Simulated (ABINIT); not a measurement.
# Quasiparticle gap of Diamond (Fd-3m, 2 atoms a cell) in ABINIT

How does a plane-wave GW calculation on Diamond (Fd-3m, 2 atoms a cell) run from the first input to the gap?

Method: PBE and many-body steps on it, plane waves, in ABINIT 10.8.3.

**The experiments to reproduce.**

- Gap 5.5 eV: band gap, experimental literature value; bulk crystal (quoted in “Fermi level pinning by defects can explain the large reported carbon 1s binding energy variations in diamond”, 2019, arxiv:1902.02958).

- Gap 5.47 eV: experimental band gap used as input; bulk crystal (quoted in “Enhanced Electron Emission Performance and Air‐Surface Stability in ScO‐Terminated Diamond for Thermionic Energy Converters”, 2024, pmc:11600692).

## 1. The structure

Symmetry: Fd-3m, No. 227, cubic system. Conventional cell: a = 3.567 Å, b = 3.567 Å, c = 3.567 Å, α = 90.00°, β = 90.00°, γ = 90.00°. Nearest to C lie 4 C at 1.54 Å.

The cell and positions come from the Crystallography Open Database and are kept as given unless a step says otherwise.

## 2. Ground state

This step: ABINIT 10.8.3; DFT, PBE, plane waves, norm-conserving pseudopotentials.

The ground-state density comes first.

File run.abi:

```
acell 3*1.0 Angstrom
rprim 
  -0.000000000000 1.783370000000 1.783370000000
  1.783370000000 -0.000000000000 1.783370000000
  1.783370000000 1.783370000000 0.000000000000
ntypat 1
znucl 6
natom 2
typat 1 1
xred 
  0.000000000000 0.000000000000 -0.000000000000
  0.250000000000 0.250000000000 0.250000000000
pp_dirpath "pseudos"
pseudos "C.upf"
ecut 37
ngkpt 10 10 10
nshiftk 1
shiftk 0 0 0
kptopt 1
chksymbreak 0
nband 9
occopt 1
tolvrs 1e-10
nstep 60
prtwf 0
optforces 0
optstress 0
indata_prefix "in"
outdata_prefix "out"
tmpdata_prefix "tmp"
```

The run is started by

```console
$ OMP_NUM_THREADS=1 mpirun -n 4 abinit run.abi > log
```

Numbers of over 12 decimals in the logs are rounded to 6 here.

What it wrote:

```text
.Version 10.8.3 of ABINIT. v10.8.2 released Aug 2026.

 Symmetries : space group Fd -3 m (#227); Bravais cF (face-center cubic)
================================================================================
 Values of the parameters that define the memory need of the present run
     intxc =       0    ionmov =       0      iscf =       7    lmnmax =       4
     lnmax =       4     mgfft =      30  mpssoang =       2    mqgrid =    3001
     natom =       2  nloc_mem =       1    nspden =       1   nspinor =       1
    nsppol =       1      nsym =      48    n1xccc =    2501    ntypat =       1
    occopt =       1   xclevel =       2
-    mband =           9        mffmem =           1         mkmem =          12
       mpw =         845          nfft =       27000          nkpt =          47
================================================================================
  Rough estimation (10% accuracy) of disk space for files :
================================================================================

--------------------------------------------------------------------------------
------------- Echo of variables that govern the present computation ------------
--------------------------------------------------------------------------------
 -outvars: echo values of preprocessed input variables --------
            acell      1.8897261259E+00  1.8897261259E+00  1.8897261259E+00 Bohr

      chksymbreak           0
             ecut      3.70000000E+01 Hartree
-          fftalg         312

              ixc     -101130
              kpt      0.00000000E+00  0.00000000E+00  0.00000000E+00
                       1.00000000E-01  0.00000000E+00  0.00000000E+00
                       2.00000000E-01  0.00000000E+00  0.00000000E+00
                       3.00000000E-01  0.00000000E+00  0.00000000E+00
                       4.00000000E-01  0.00000000E+00  0.00000000E+00
                       5.00000000E-01  0.00000000E+00  0.00000000E+00
                       1.00000000E-01  1.00000000E-01  0.00000000E+00
                       2.00000000E-01  1.00000000E-01  0.00000000E+00
                       3.00000000E-01  1.00000000E-01  0.00000000E+00
   [... 36 further rows ...]
                      -3.00000000E-01  4.00000000E-01  2.00000000E-01
                      -3.00000000E-01  5.00000000E-01  2.00000000E-01
         kptrlatt       10    0    0      0   10    0      0    0   10
          kptrlen      4.76601409E+01
P           mkmem          12
            natom           2
            nband           9
            ngfft          30      30      30
             nkpt          47
            nstep          60
             nsym          48
           ntypat           1
              occ      2.000000  2.000000  2.000000  2.000000  0.000000  0.000000
[...]
optforces           0
        optstress           0
            prtwf           0
            rprim     -0.0000000000E+00  1.7833700000E+00  1.7833700000E+00
[...]
spgroup         227

           tolvrs      1.00000000E-10

             xred      0.0000000000E+00  0.0000000000E+00  0.0000000000E+00
[...]
znucl        6.00000

================================================================================

 chkinp: Checking input parameters for consistency.

================================================================================
== DATASET  1 ==================================================================
-   mpi_nproc: 4, omp_nthreads: 1 (-1 if OMP is not activated)

--- !DatasetInfo
iteration_state: {dtset: 1, }
dimensions: {natom: 2, nkpt: 47, mband: 9, nsppol: 1, nspinor: 1, nspden: 1, mpw: 845, }
cutoff_energies: {ecut:  37.0, pawecutdg:  -1.0, }
electrons: {nelect:   8.00000000E+00, charge:   0.00000000E+00, occopt:   1.00000000E+00, tsmear:   1.00000000E-02, }

 Real(R)+Recip(G) space primitive vectors, cartesian coordinates (Bohr,Bohr^-1):
 R(1)=  0.0000000  3.3700809  3.3700809  G(1)= -0.1483644  0.1483644  0.1483644
 R(2)=  3.3700809  0.0000000  3.3700809  G(2)=  0.1483644 -0.1483644  0.1483644
 R(3)=  3.3700809  3.3700809  0.0000000  G(3)=  0.1483644  0.1483644 -0.1483644
 Unit cell volume ucvol=  7.6551017E+01 bohr^3
 Angles (23,13,12)=  6.00000000E+01  6.00000000E+01  6.00000000E+01 degrees

 getcut: wavevector=  0.0000  0.0000  0.0000  ngfft=  30  30  30
         ecut(hartree)=     37.000   => boxcut(ratio)=   2.30135

 getcut : COMMENT -
  Note that boxcut > 2.2 ; recall that boxcut=Gcut(box)/Gcut(sphere) = 2
  is sufficient for exact treatment of convolution.
  Such a large boxcut is a waste : you could raise ecut
  e.g. ecut=   48.989798 Hartrees makes boxcut=2

--- Pseudopotential description ------------------------------------------------
- C Generated using ONCVPSP code by D. R. Hamann
-  6.00000   4.00000  171031                  znucl, zion, pspdat
12 -101130 1 -1 1248                          pspcod,pspxc,lmax,lloc,mmax
     nproj     2     2
  pspatm : epsatm=    4.31346680
         --- l  ekb(1:nproj) -->
[...]
1   -4.199961   -0.877517
 pspatm: atomic psp has been read  and splines computed

   6.90154688E+01                                ecore*ucvol(ha*bohr**3)
--------------------------------------------------------------------------------

_setup2: Arith. and geom. avg. npw (full set) are     822.485     822.457

================================================================================

--- !BeginCycle
iteration_state: {dtset: 1, }
solver: {iscf: 7, nstep: 60, nline: 4, wfoptalg: 0, }
tolerances: {tolvrs: 1.00E-10, }

     iter   Etot(hartree)      deltaE(h)  residm     vres2
 ETOT  1  -12.022012644239    -1.202E+01 1.536E-01 4.594E+01
 ETOT  2  -12.037397158723    -1.538E-02 8.428E-03 1.506E-01
 ETOT  3  -12.037407731185    -1.057E-05 4.063E-03 4.423E-03
 ETOT  4  -12.037408007989    -2.768E-07 3.688E-03 5.608E-05
 ETOT  5  -12.037408010338    -2.349E-09 8.736E-04 9.324E-08
 ETOT  6  -12.037408010340    -2.011E-12 3.766E-04 3.376E-10
 ETOT  7  -12.037408010340     9.415E-14 1.630E-04 1.540E-12

 At SCF step    7       vres2   =  1.54E-12 < tolvrs=  1.00E-10 =>converged.

--- !ResultsGS
iteration_state: {dtset: 1, }
comment   : Summary of ground state results
lattice_vectors:
- [ -0.0000000,   3.3700809,   3.3700809, ]
- [  3.3700809,  -0.0000000,   3.3700809, ]
- [  3.3700809,   3.3700809,   0.0000000, ]
lattice_lengths: [   4.76601,    4.76601,    4.76601, ]
lattice_angles: [ 60.000,  60.000,  60.000, ] # degrees, (23, 13, 12)
lattice_volume:   7.6551017E+01
convergence: {deltae:  9.415E-14, res2:  1.540E-12, residm:  1.630E-04, diffor:  0.000E+00, }
etotal    :  -1.20374080E+01
entropy   :   0.00000000E+00
fermie    :   3.78251972E-01
cartesian_stress_tensor: null
pressure_GPa: null
xred      :
- [  0.0000E+00,   0.0000E+00,   0.0000E+00,  C]
- [  2.5000E-01,   2.5000E-01,   2.5000E-01,  C]
cartesian_forces: null
force_length_stats: {min: null, max: null, mean: null, }

 Integrated electronic density in atomic spheres:
 ------------------------------------------------
 Atom  Sphere_radius  Integrated_density
    1        2.00000          4.70847033
    2        2.00000          4.67055731
================================================================================

 ----iterations are completed or convergence reached----

 Mean square residual over all n,k,spin=   13.101E-07; max=  16.296E-05
 reduced coordinates (array xred) for    2 atoms
       0.000000000000      0.000000000000      0.000000000000
       0.250000000000      0.250000000000      0.250000000000
 rms dE/dt=  0.0000E+00; max dE/dt=  0.0000E+00; dE/dt below (all hartree)
    1       0.000000000000      0.000000000000      0.000000000000
    2       0.000000000000      0.000000000000      0.000000000000

 cartesian coordinates (angstrom) at end:
    1      0.000000     0.000000     0.000000
    2      0.891685     0.891685     0.891685
 length scales=  1.889726125908  1.889726125908  1.889726125908 bohr
              =  1.000000000000  1.000000000000  1.000000000000 angstroms
 prteigrs : about to open file out_EIG
 Fermi (or HOMO) energy (hartree) =   0.37825   Average Vxc (hartree)=  -0.49368
 Eigenvalues (hartree) for nkpt=  47  k points:
 kpt#   1, nband=  9, wtk=  0.00100, kpt=  0.0000  0.0000  0.0000 (reduced coord)
  -0.41145    0.37825    0.37825    0.37825    0.58499    0.58499    0.58499    0.86809
   1.08739
 prteigrs : prtvol=0 or 1, do not print more k-points.

--- !EnergyTerms
iteration_state     : {dtset: 1, }
comment             : Components of total free energy in Hartree
kinetic             :  8.47301406351088E+00
hartree             :  9.65946945363361E-01
xc                  : -4.34005573698495E+00
Ewald energy        : -1.27873442426994E+01
psp_core            :  9.01561743076947E-01
local_psp           : -4.68416309048939E+00
non_local_psp       : -5.66367692117671E-01
total_energy        : -1.20374080103402E+01
total_energy_eV     : -3.27554558769834E+02
band_energy         :  3.84676948223958E-01

== END DATASET(S) ==============================================================
================================================================================

 -outvars: echo values of variables after computation  --------
           etotal     -1.2037408010E+01
            nband           9
             nkpt          47
          spgroup         227
 [... the other variables as echoed above ...]

 Calculation completed.
```

Run time: 3.9 s. Hardware: 4 MPI ranks of Arm Neoverse V1, shared host; peak memory 0.24 GiB; 15 s of CPU time.

This step gave:

```
total energy               : -327.5546 eV
gap                        : 4.229 eV
k of the valence top       : 0, 0, 0
k of the conduction bottom : 0.4, 0.4, 0
least direct gap           : 5.626 eV
```

The gap is indirect, with the least direct gap 1.40 eV higher.

(Continued in part 2 of 3.)

[Paths, hosts, dates, memory and timing lines, banners, echoed tables and standing remarks are left out of the program output.]

[Logs are printed without paths, hosts, clocks, repeated set-up lines and the standing remarks that a program may print on its own settings, such as how far it seeks lower states.]

[Runs of the session that timed out or met a known fault of the program may be left out.]

[Hosts, paths, dates, database ids (printed as entryN), source tags and the programs' standing remarks are cut or masked in the printed files.]

[G0W0 gaps are taken among the corrected bands and points alone; a level outside them can change the order at an edge.]

[Where Ansatz stands beside ABINIT at settings called matched, ABINIT's density can come from a denser mesh and the files from another edition; pairs whose starting gaps differed by over 0.03 eV were left out, so agreement reads better than it is.]
